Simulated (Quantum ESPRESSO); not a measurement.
A computed N K-edge spectrum of one site in a crystal of Hf, N and Sr, with its zero at a photon energy of about 391.7 eV (raw 399.4 eV, less 7.8 eV of added terms; LDA puts this hole about 4 eV below PBE, itself good to a few eV). Method: Quantum ESPRESSO XSpectra, LDA, excited-electron core hole (neutral cell) in a small cell, dipole transitions, broadening that rises with energy, without spin-orbit coupling.

Energy from the energy zero of the input (xe0, at the border of filled and empty states); intensity scaled to a mean of 1 over the first 20 eV:

```csv
E (eV),intensity
-2.00,0.04
-1.25,0.06
-0.50,0.11
0.25,0.35
1.00,0.69
1.75,0.99
2.50,1.55
3.25,1.71
4.00,1.12
4.75,1.06
5.50,1.46
6.25,1.72
7.00,1.76
7.75,1.85
8.50,1.65
9.25,1.33
10.00,1.19
10.75,1.00
11.50,0.81
12.25,0.69
13.00,0.65
13.75,0.64
14.50,0.63
15.25,0.60
16.00,0.56
16.75,0.53
17.50,0.53
18.25,0.56
19.00,0.59
19.75,0.62
20.50,0.65
21.25,0.68
22.00,0.69
22.75,0.71
23.50,0.73
24.25,0.75
25.00,0.78
25.75,0.79
26.50,0.80
27.25,0.77
28.00,0.73
28.75,0.68
29.50,0.64
30.25,0.60
31.00,0.58
31.75,0.56
```

What surroundings does the absorber have?

A K edge sees empty p states; the first features are N p mixed into the empty d states of the Hf neighbours, and the broad ones above probably into the cations' higher empty bands. It is atom 3 of SrHfN2 (R-3m), with 3 Hf at 2.26 Å and 3 Sr at 2.64 Å (distorted octahedral, site symmetry 3m). Its main maxima below 24 eV lie at 3.1 eV (1.75) and 7.8 eV (1.85). A near-edge spectrum doesn't fix the structure by itself; it is matched against candidates. The holes are only 5.8 Å apart, so the shape is probably not converged with cell size; no larger cell was run here. The structure is a computed Materials Project entry and may be a hypothetical form.

[Banner, clock and machine lines of the logs are left out without a mark of their own.]

[Logs are printed without paths, hosts, clocks, repeated set-up lines and the standing remarks that a program may print on its own settings, such as how far it seeks lower states.]

[Hosts, paths, dates, database ids (printed as entryN), source tags and the programs' standing remarks are cut or masked in the printed files.]

[Lists of maxima count a maximum above −3 eV only where it reaches 4 % of the highest in the window and stands out from its surroundings by 2 % of it (1.5 % where it reaches 55 %); shoulders and weaker maxima are passed over, and of the rest the first, up to two pre-edge ones and the few strongest are named.]
